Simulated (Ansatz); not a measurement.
# Y on Mo(110): change of the work function, part 3 of 3

Aim: the work function of Mo(110) at several coverages of Y (hollow site), and the dipole that each adsorbate carries.

Ansatz 0.2.0; plane-wave DFT, PBE, Ansatz PAW.

So far, work function, upper face (eV): step 2 (the clean slab) 4.60; step 3 (37 atoms, coverage 0.111 ML, cell 3x3) 2.94.

## 4. Adsorbate added, k-mesh 6×6×1, coverage 0.25 ML

System of this step: YMo16 (Y/Mo(110)). The cell holds 17 atoms: 16 Mo and 1 Y. Its edges and angles: a = 5.456 Å, b = 5.456 Å, c = 27.826 Å, α = 90.0°, β = 90.0°, γ = 70.5°. Vacuum lies along c.

Another coverage, to see how the dipoles act on each other as their distance changes.

File input.yaml:

```yaml
crystal:
  lattice:
    - [4.4547727214, -3.15, 0.0]
    - [4.4547727214, 3.15, 0.0]
    - [0.0, 0.0, 27.8263100802]
  atoms:
    - { symbol: Mo, position: [0.0, 0.0, 0.3234349065] }
    - { symbol: Mo, position: [0.25, 0.25, 0.403480962] }
    - { symbol: Mo, position: [0.0, 0.0, 0.4843260239] }
    - { symbol: Mo, position: [0.25, 0.25, 0.5614527331] }
    - { symbol: Mo, position: [0.0, 0.5, 0.3234349065] }
    - { symbol: Mo, position: [0.25, 0.75, 0.403480962] }
    - { symbol: Mo, position: [0.0, 0.5, 0.4843260239] }
    - { symbol: Mo, position: [0.25, 0.75, 0.5614527331] }
    - { symbol: Mo, position: [0.5, 0.0, 0.3234349065] }
    - { symbol: Mo, position: [0.75, 0.25, 0.403480962] }
    - { symbol: Mo, position: [0.5, 0.0, 0.4843260239] }
    - { symbol: Mo, position: [0.75, 0.25, 0.5614527331] }
    - { symbol: Mo, position: [0.5, 0.5, 0.3234349065] }
    - { symbol: Mo, position: [0.75, 0.75, 0.403480962] }
    - { symbol: Mo, position: [0.5, 0.5, 0.4843260239] }
    - { symbol: Mo, position: [0.75, 0.75, 0.5614527331] }
    - { symbol: "Y", position: [0.42, 0.42, 0.6765650935] }
kpoints:
  mp_grid: { grid: [6, 6, 1] }
hamiltonian:
  xc: pbe
scf:
  occupations: { method: fermi_dirac, width: 0.1 }
  convergence: { dr2_threshold: 1.0e-08 }
efield:
  axis: 3
  dipole_correction: true
  ramp_position: 0.97
  ramp_width: 0.06
relax:
  f_tol: 0.02
  max_steps: 60
  constraints: [{ sites: [0, 1, 4, 5, 8, 9, 12, 13] }]
output:
  dos: { projected: true, e_range: [-8, 4] }
  write_potential: true
  write_density: true
  volumetric_format: npy
  elf: true
```

Command:

```
> ansatz run input.yaml --threads 4 --pin off --max-ram 16384MiB --backend cpu --events-out ev --progress --plain --runs-dir out
```

Numbers of over 12 decimals in the logs are rounded to 6 here.

The log of the run:

```text
[...]
Crystal: 17 atoms, lattice volume = 780.947 Å³
Basis set: ecut = 420 eV, 15297 PW (Γ), exchange–correlation on 80×80×384 points (8 copies of the dense FFT grid, shifted against one another)
Bands: 141, of which v1, the nominal top of the filled ones, is band 118 counted from 1 (117 counted from 0)
Symmetry: 2 space group operations
[...]
k-points: 13 of 36 (time reversal used)
[...]
SCF iter   1: F=—  HF=-83134.565420 eV  |F-HF|=—  |Δ(HF+E_count)|=         —  Δρ=1.13e-2  dr2=3.36e1  ethr=1.77e-3  p=0.364 e·Å  D=8.44e-2 V/Å  ΔV_dip=-2.35 eV  dr2_dipole=2.26e1  V_vac-E_F(+/−)=2.68/5.03 eV  ⟨swp⟩=9.2  Hψ=9220  notcnv=0
[...]
SCF iter  11: F=-83134.189242 eV  HF=-83134.189242 eV  |F-HF|=1.31e-10  |Δ(HF+E_count)|=   3.91e-8  Δρ=4.74e-7  dr2=4.71e-9  ethr=4.26e-12  p=0.252 e·Å  D=5.83e-2 V/Å  ΔV_dip=-1.62 eV  dr2_dipole=6.21e-10  V_vac-E_F(+/−)=3.04/4.66 eV  ⟨swp⟩=9.5  Hψ=14679  notcnv=0
SCF 1 converged in 11 iterations: F = -83134.189242 eV  dr2 = 4.71e-9
[...]
relax step   1: F+E_penalty+E_count = -83134.18924164 eV  Δ(F+E_penalty+E_count) = +0.000e0 eV  max|allowed force component| = 2.225e0 eV/Å  Δτ_max = 0.0000 Å  (11 SCF iters, accepted)
[...]
SCF iter  11: F=-83134.744613 eV  HF=-83134.744613 eV  |F-HF|=9.97e-9  |Δ(HF+E_count)|=   1.38e-8  Δρ=5.00e-7  dr2=3.42e-9  ethr=1.00e-12  p=0.278 e·Å  D=6.45e-2 V/Å  ΔV_dip=-1.79 eV  dr2_dipole=2.09e-11  V_vac-E_F(+/−)=2.85/4.65 eV  ⟨swp⟩=11.8  Hψ=13376  notcnv=0
SCF 2 converged in 11 iterations: F = -83134.744613 eV  dr2 = 3.42e-9
relax step   2: F+E_penalty+E_count = -83134.74461302 eV  Δ(F+E_penalty+E_count) = -5.554e-1 eV  max|allowed force component| = 2.306e0 eV/Å  Δτ_max = 0.1949 Å  (11 SCF iters, accepted)
[...]
SCF iter  11: F=-83135.226976 eV  HF=-83135.226976 eV  |F-HF|=5.49e-9  |Δ(HF+E_count)|=   6.04e-9  Δρ=4.13e-7  dr2=2.52e-9  ethr=1.30e-12  p=0.312 e·Å  D=7.22e-2 V/Å  ΔV_dip=-2.01 eV  dr2_dipole=3.14e-12  V_vac-E_F(+/−)=2.63/4.63 eV  ⟨swp⟩=11.1  Hψ=13111  notcnv=0
SCF 3 converged in 11 iterations: F = -83135.226976 eV  dr2 = 2.52e-9
relax step   3: F+E_penalty+E_count = -83135.22697568 eV  Δ(F+E_penalty+E_count) = -4.824e-1 eV  max|allowed force component| = 1.997e0 eV/Å  Δτ_max = 0.1950 Å  (11 SCF iters, accepted)
[...]
relax step   4: F+E_penalty+E_count = -83135.56826256 eV  Δ(F+E_penalty+E_count) = -3.413e-1 eV  max|allowed force component| = 1.150e0 eV/Å  Δτ_max = 0.1957 Å  (11 SCF iters, accepted)
[...]
relax step   5: F+E_penalty+E_count = -83135.69733148 eV  Δ(F+E_penalty+E_count) = -1.291e-1 eV  max|allowed force component| = 8.078e-1 eV/Å  Δτ_max = 0.2000 Å  (10 SCF iters, accepted)
[...]
relax step   6: F+E_penalty+E_count = -83135.79689783 eV  Δ(F+E_penalty+E_count) = -9.957e-2 eV  max|allowed force component| = 1.959e-1 eV/Å  Δτ_max = 0.1944 Å  (10 SCF iters, accepted)
[...]
relax step   7: F+E_penalty+E_count = -83135.83337644 eV  Δ(F+E_penalty+E_count) = -3.648e-2 eV  max|allowed force component| = 9.932e-2 eV/Å  Δτ_max = 0.2000 Å  (10 SCF iters, accepted)
[...]
relax step   8: F+E_penalty+E_count = -83135.84299025 eV  Δ(F+E_penalty+E_count) = -9.614e-3 eV  max|allowed force component| = 1.608e-2 eV/Å  Δτ_max = 0.1462 Å  (10 SCF iters, accepted)
SCF iter   1: F=—  HF=-83135.843140 eV  |F-HF|=—  |Δ(HF+E_count)|=         —  Δρ=8.37e-4  dr2=7.59e-3  ethr=3.94e-5  p=0.349 e·Å  D=8.08e-2 V/Å  ΔV_dip=-2.25 eV  dr2_dipole=2.41e-5  V_vac-E_F(+/−)=2.38/4.63 eV  ⟨swp⟩=2.6  Hψ=3238  notcnv=0
[...]
SCF iter   8: F=-83135.843241 eV  HF=-83135.843241 eV  |F-HF|=7.38e-9  |Δ(HF+E_count)|=   2.96e-8  Δρ=6.50e-7  dr2=4.99e-9  ethr=4.26e-12  p=0.349 e·Å  D=8.08e-2 V/Å  ΔV_dip=-2.25 eV  dr2_dipole=3.05e-13  V_vac-E_F(+/−)=2.38/4.63 eV  ⟨swp⟩=9.9  Hψ=15293  notcnv=0
SCF 9 converged in 8 iterations: F = -83135.843241 eV  dr2 = 4.99e-9
relax step   9: F+E_penalty+E_count = -83135.84324138 eV  Δ(F+E_penalty+E_count) = -2.511e-4 eV  max|allowed force component| = 1.050e-2 eV/Å  Δτ_max = 0.0377 Å  (8 SCF iters, accepted)
[...]
WARN: The output density's exchange-correlation potential varies sharply where the density is thin. Do not read a vacuum level from v_tot or v_xc, or from such a field of the output density. On a cell that repeats whose density bears no net charge and no dipole along the vacuum's axis use v_es (v_loc + v_h of the components); under efield.dipole_correction with no amplitude use v_es + v_field, which holds any externa [...]
SCF converged after 8 iterations
Free energy (F): -83135.843241 eV
[...]
Internal energy: -83135.345014 eV  (E = F + TS)
E sigma→0 (E₀):  -83135.594128 eV
Entropy (-TS):   -0.498227 eV (-29.307 meV/atom)
Fermi energy:    5.011179 eV
Dipole field:    D = 0.080821 V/Å  (p = 0.348805 e·Å, saw-weighted, corrected)
Work function:   Φ+ = 2.3835 eV   Φ− = 4.6324 eV
[...]
--- Forces (eV/Å), atoms counted from 1 ---
  atom   1  Mo     0.00009970     0.00000000     0.55581640
  atom   2  Mo    -0.00932327     0.00000000    -0.43470976
  atom   3  Mo    -0.00427455     0.00000000     0.00556653
  atom   4  Mo    -0.00254135     0.00000000    -0.00564661
  atom   5  Mo    -0.00002268     0.00018129     0.48519539
  atom   6  Mo     0.00802905     0.01701835    -0.60130194
  atom   7  Mo    -0.00368905    -0.00349181    -0.00075921
  atom   8  Mo    -0.00360819     0.00442472    -0.00454631
  atom   9  Mo    -0.00002268    -0.00018129     0.48519539
  atom  10  Mo     0.00802905    -0.01701835    -0.60130194
  atom  11  Mo    -0.00368905     0.00349181    -0.00075921
  atom  12  Mo    -0.00360819    -0.00442472    -0.00454631
  atom  13  Mo    -0.00023625     0.00000000     0.55568022
  atom  14  Mo     0.02535416     0.00000000    -0.43650666
  atom  15  Mo    -0.00809229     0.00000000     0.00300491
  atom  16  Mo    -0.00021758     0.00000000    -0.01050164
  atom  17  Y     -0.00218122     0.00000000     0.01012108
  max |Σ_I F_I| component: 5.61e-6 eV/Å
--- Band table (eV; the first three rows and the last of 13) ---
  k-point 0: bands = [... 114 lower, 5.4793, 5.5598, 5.6333, 5.8776, 5.9223, 5.9386, 6.0549, 6.1985, ... 19 higher]
  k-point 1: bands = [... 114 lower, 5.2615, 5.3913, 5.5000, 5.5848, 5.6305, 5.8278, 5.9604, 6.0331, ... 19 higher]
  k-point 2: bands = [... 114 lower, 4.6279, 4.6959, 4.8178, 5.1109, 5.3812, 5.4395, 5.4933, 5.7534, ... 19 higher]
  k-point 12: bands = [... 114 lower, 4.3113, 4.3150, 4.3260, 4.3611, 4.4631, 4.4878, 4.8661, 4.9007, ... 19 higher]
--- Relaxed structure (9 steps of the walk, 9 accepted, 0 SCFs on fresh bases) ---
  F+E_penalty+E_count = -83135.84324138 eV   max|allowed force component| = 1.050e-2 eV/Å
  atoms:
    - { symbol: Mo, position: [0.0, 0.0, 0.323435] }
    - { symbol: Mo, position: [0.25, 0.25, 0.403481] }
    - { symbol: Mo, position: [0.000283218, 0.000283218, 0.484197] }
    - { symbol: Mo, position: [0.254640, 0.254640, 0.564413] }
    - { symbol: Mo, position: [0.0, 0.5, 0.323435] }
    - { symbol: Mo, position: [0.25, 0.75, 0.403481] }
    - { symbol: Mo, position: [0.00026748, 0.500311, 0.483823] }
    - { symbol: Mo, position: [0.246148, 0.754692, 0.561671] }
    - { symbol: Mo, position: [0.5, 0.0, 0.323435] }
    - { symbol: Mo, position: [0.75, 0.25, 0.403481] }
    - { symbol: Mo, position: [0.500311, 0.00026748, 0.483823] }
    - { symbol: Mo, position: [0.754692, 0.246148, 0.561671] }
    - { symbol: Mo, position: [0.5, 0.5, 0.323435] }
    - { symbol: Mo, position: [0.75, 0.75, 0.403481] }
    - { symbol: Mo, position: [0.500316, 0.500316, 0.483897] }
    - { symbol: Mo, position: [0.746197, 0.746197, 0.564429] }
    - { symbol: Y, position: [0.500688, 0.500688, 0.645955] }
```

Run time: 6.2 min. Hardware: 4 threads of Arm Neoverse V2, shared host; peak memory 3 GiB; 24 min of CPU time.

The steps of the relaxation:

```
step  energy less that of the first step (eV)  largest force component (eV/Å)
   1                                   0.0000                          2.2247
   2                                  -0.5554                          2.3057
   3                                  -1.0377                          1.9972
   4                                  -1.3790                          1.1504
   5                                  -1.5081                          0.8078
   6                                  -1.6077                          0.1959
   7                                  -1.6441                          0.0993
   8                                  -1.6537                          0.0161
   9                                  -1.6540                          0.0105
```

The run keeps the 2 symmetry operations that it works with, so distortions that break them were not tested.

The atoms that moved most (Å):

```
atom      dx      dy      dz  length
 Y17   0.719   0.000  -0.852   1.115
 Mo4   0.041   0.000   0.082   0.092
Mo16  -0.034   0.000   0.083   0.089
 Mo8   0.004   0.027   0.006   0.028
Mo12   0.004  -0.027   0.006   0.028
 Mo7   0.003   0.000  -0.014   0.014
Mo11   0.003   0.000  -0.014   0.014
Mo15   0.003   0.000  -0.012   0.012
```

Final coordinates:

```cif
data_structure
_symmetry_space_group_name_H-M 'P 1'
_symmetry_Int_Tables_number 1
_cell_length_a 5.4560
_cell_length_b 5.4560
_cell_length_c 27.8263
_cell_angle_alpha 90.000
_cell_angle_beta 90.000
_cell_angle_gamma 70.529
_cell_volume 780.95
loop_
_atom_site_label
_atom_site_type_symbol
_atom_site_fract_x
_atom_site_fract_y
_atom_site_fract_z
_atom_site_occupancy
Mo1 Mo 0.00000 0.00000 0.32343 1
Mo2 Mo 0.25000 0.25000 0.40348 1
Mo3 Mo 0.00028 0.00028 0.48420 1
Mo4 Mo 0.25464 0.25464 0.56441 1
Mo5 Mo 0.00000 0.50000 0.32343 1
Mo6 Mo 0.25000 0.75000 0.40348 1
Mo7 Mo 0.00027 0.50031 0.48382 1
Mo8 Mo 0.24615 0.75469 0.56167 1
Mo9 Mo 0.50000 0.00000 0.32343 1
Mo10 Mo 0.75000 0.25000 0.40348 1
Mo11 Mo 0.50031 0.00027 0.48382 1
Mo12 Mo 0.75469 0.24615 0.56167 1
Mo13 Mo 0.50000 0.50000 0.32343 1
Mo14 Mo 0.75000 0.75000 0.40348 1
Mo15 Mo 0.50032 0.50032 0.48390 1
Mo16 Mo 0.74620 0.74620 0.56443 1
Y17 Y 0.50069 0.50069 0.64595 1
```

This step gave:

```
energy at zero smearing        : -83135.5941 eV
work function, upper face      : 2.383 eV
work function, lower face      : 4.632 eV
dipole along the normal        : 0.3488 e·Å
step between the vacuum levels : -2.249 eV
```

Running mean over 2.227 Å of the planar mean; the ramp of the sawtooth is left out. The electron's electrostatic potential energy less the Fermi level by z:

z (Å), electron's electrostatic potential energy less the Fermi level (eV) and a bar from the least value:
```
        4        4.6 ##############################
        5        4.6 ##############################
        6        4.5 ##############################
        7        3.1 ###########################
        8       -6.0 ############
        9      -12.4 #
       10      -12.7 
       11      -12.9 
       12      -12.8 
       13      -12.8 
       14      -13.0 
       15      -12.8 
       16      -11.8 ##
       17       -4.7 ##############
       18       -1.4 ####################
       19       -0.2 ######################
       20        1.8 #########################
       21        2.3 ##########################
       22        2.4 ##########################
       23        2.4 ##########################
       24        2.4 ##########################
```

The density of states has structure finer than the step of the table below, so its rows give means over 0.25 eV, whole bins alone (the curve runs from -8 to 1.14 eV). Peaks (eV: height): -3.130: 35.4, -2.920: 28.0, -2.680: 35.6, -2.530: 42.3, -2.260: 28.7, -1.680: 28.8, -1.350: 28.9.

The density of states by energy, zero at the Fermi level; means over each step:

| energy (eV) | density of states (states/eV a cell) |
| --- | --- |
| -7.00 | 0 |
| -6.75 | 0.138 |
| -6.50 | 0.899 |
| -6.25 | 0.905 |
| -6.00 | 1.02 |
| -5.75 | 1.08 |
| -5.50 | 1.73 |
| -5.25 | 2.58 |
| -5.00 | 5.83 |
| -4.75 | 14.9 |
| -4.50 | 17.3 |
| -4.25 | 15.9 |
| -4.00 | 18.6 |
| -3.75 | 24.9 |
| -3.50 | 20.1 |
| -3.25 | 18.9 |
| -3.00 | 23.5 |
| -2.75 | 26.8 |
| -2.50 | 23.1 |
| -2.25 | 23.1 |
| -2.00 | 20.8 |
| -1.75 | 23.9 |
| -1.50 | 23.7 |
| -1.25 | 21.9 |
| -1.00 | 15.7 |
| -0.75 | 14.6 |
| -0.50 | 15.1 |
| -0.25 | 15.2 |
| 0.00 | 14.2 |
| 0.25 | 19.1 |
| 0.50 | 19.4 |
| 0.75 | 22.0 |
| 1.00 | 26.1 |

Projected DOS per atom over height of the atomic layer and energy from the Fermi level. Layers: Mo4 Mo4 Mo4 Mo4 Y from below.

Ten even steps from '_' (0.00 states/eV) to '@' (2.00 states/eV), each cell a mean:
```
**####**@@
##====++%%
**----==@@
++::::++##
**::::++++
##----**==
%%++++%%--
**++++##--
##++++%%--
**%%%%##..
==####==__
####****__
==****==__
::####::__
..++==..__
__....____
__________
__________
__________
__________
__________
__________
```
Columns: height of the atomic layer (Å) from 9 to 18.0; rows upwards: energy from the Fermi level (eV) from -7.96 to 1.15.

ELF in the ca plane at fractional y = 0.500, with atoms of Mo and Y within 0.2 Å of it. It is the smooth field of the valence electrons, not physical close to the nuclei.

Values, 8 rows by 16 columns, each cell a mean:
```
0.64 0.35 0.32 0.33 0.59 0.47 0.35 0.33 0.42 0.30 0.17 0.09 0.03 0.01 0.00 0.00
0.33 0.37 0.30 0.39 0.32 0.32 0.36 0.37 0.47 0.13 0.12 0.18 0.08 0.01 0.00 0.00
0.41 0.34 0.30 0.36 0.37 0.32 0.34 0.39 0.36 0.55 0.21 0.21 0.16 0.03 0.00 0.00
0.62 0.38 0.35 0.34 0.60 0.52 0.34 0.37 0.49 0.71 0.43 0.18 0.19 0.05 0.01 0.00
0.64 0.35 0.32 0.33 0.59 0.47 0.34 0.38 0.46 0.78 0.39 0.19 0.19 0.05 0.00 0.00
0.33 0.37 0.30 0.39 0.32 0.32 0.35 0.39 0.36 0.33 0.15 0.21 0.14 0.03 0.00 0.00
0.41 0.34 0.30 0.36 0.37 0.33 0.35 0.34 0.48 0.19 0.14 0.16 0.06 0.01 0.00 0.00
0.62 0.38 0.35 0.34 0.60 0.52 0.36 0.34 0.38 0.30 0.17 0.08 0.02 0.00 0.00 0.00
```
Columns run along c (16.0 Å, from fractional 0.32 to 0.89 of the cell), rows up along a (5.5 Å). Atoms in or near the plane, at fractional coordinates: Mo at (0.32, 0.00), Mo at (0.48, 0.00), Mo at (0.32, 0.50), Mo at (0.48, 0.50), Y at (0.65, 0.50).

Valence density in the ca plane at fractional y = 0.500, with atoms of Mo and Y within 0.2 Å of it. It is the smooth field of the valence electrons, not physical close to the nuclei.

Ten even steps from '0' (0.0 e/Å³) to '9' (6.5 e/Å³), each cell a mean:
```
99510000000389720000000000000000000000000000
44200000000134310000000000000000000000000000
11000000000011000000000000000000000000000000
00000000000000000000000000000000000000000000
11000000000011000000000000000000000000000000
44200000000145310000000023310000000000000000
99510000000389720000000145530000000000000000
99610000000499830000000145531000000000000000
77310000000267510000000134420000000000000000
22100000000022100000000011100000000000000000
00000000000000000000000000000000000000000000
00000000000000000000000000000000000000000000
22100000000022100000000000000000000000000000
77310000000267510000000000000000000000000000
99610000000499830000000000000000000000000000
```
Columns run along c (16.0 Å, from fractional 0.32 to 0.89 of the cell), rows up along a (5.5 Å). Atoms in or near the plane, at fractional coordinates: Mo at (0.32, 0.00), Mo at (0.48, 0.00), Mo at (0.32, 0.50), Mo at (0.48, 0.50), Y at (0.65, 0.50).

Electrostatic potential energy in the ca plane at fractional y = 0.500, with atoms of Mo and Y within 0.2 Å of it. With pseudopotentials it is smooth inside the atoms' cores, unlike the true potential.

Ten even steps from '0' (-66 eV) to '9' (8 eV), each cell a mean:
```
00269999998300158999999999999999999999999999
33589999998633479999999999999999999999999999
77899999999877899999999999999999999999999999
88999999999998999999999999999999999999999999
77899999999877899999999987788999999999999999
23589999998632479999999753358999999999999999
00269999998300158999998621137899999999999999
00169999997300048999998521136899999999999999
01379999998510269999999632247899999999999999
55789999999765689999999865578999999999999999
88999999999988899999999988889999999999999999
88999999999988899999999999999999999999999999
55789999999755689999999999999999999999999999
01379999998410269999999999999999999999999999
00169999997200048999999999999999999999999999
```
Columns run along c (16.0 Å, from fractional 0.32 to 0.89 of the cell; values clipped at the 3rd and 97th percentile), rows up along a (5.5 Å). Atoms in or near the plane, at fractional coordinates: Mo at (0.32, 0.00), Mo at (0.48, 0.00), Mo at (0.32, 0.50), Mo at (0.48, 0.50), Y at (0.65, 0.50).

The relaxation took 9 steps and lowered the energy by 1.7 eV; the largest force on the free atoms ends at 0.011 eV/Å.

By hand: a sheet of dipoles makes a step −p/(ε₀A) in the electron's potential. With e/ε₀ = 180.95 V·Å, p = 0.3488 e·Å and A = 28.07 Å², that is −180.95 × (0.3488) / 28.07 = -2.249 eV, and the two vacuum levels of the run differ by -2.249 eV.

The covered face has 2.38 eV, -2.21 eV against the clean one; the bare back face has moved by -0.06 eV, a measure of how thin the slab is.

## 5. Work function against coverage

This step: plane-wave DFT, PBE, Ansatz PAW; work function against coverage (Ansatz 0.2.0).

The runs are now put side by side.

This step gave:

* work function of the clean face: 4.598 eV
* largest change of the work function: -2.215 eV

Table of work function of the covered face by coverage:

```csv
coverage (adsorbates/nm²),work function of the covered face (eV)
0.00,4.60
1.58,2.94
3.56,2.38
```

The dipole per adsorbate comes from the change of the cell's dipole. Coverage, by row:

```
coverage (1/nm²)  coverage (ML)  work function (eV)  change (eV)  dipole per adsorbate, positive end outwards (debye)  mean height of the added atoms over the highest substrate atom (Å)
           1.583         0.1111               2.939       -1.659                                                2.716                                                               2.286
           3.563           0.25               2.383       -2.215                                                1.603                                                               2.269
```

## 6. Summary of results

- work function of the clean face: 4.60 eV
- work function at 0.11 ML: 2.94 eV
- work function at 0.25 ML: 2.38 eV
- dipole per adsorbate at 0.11 ML, positive end outwards: 2.72 D

**Reading.** Y lowers the work function of Mo(110) at the lowest coverage, by 1.66 eV: the adsorbate layer has its positive end outwards. The slab has 4 layers, at the tabulated experimental lattice constant, one starting site was run, and quantum-size effects of a slab this thin can reach one or two tenths of an eV. The main runs have no spin polarisation; a magnetic state could lie lower and would change these results.

[Logs are printed without paths, hosts, clocks, repeated set-up lines and the standing remarks that a program may print on its own settings, such as how far it seeks lower states.]

[Hosts, paths, dates, database ids (printed as entryN), source tags and the programs' standing remarks are cut or masked in the printed files.]

[Maps of the electrostatic potential energy from Ansatz leave out the sawtooth potential of an applied field or a dipole correction, so their vacuum need not be flat; planar profiles and work functions include it.]
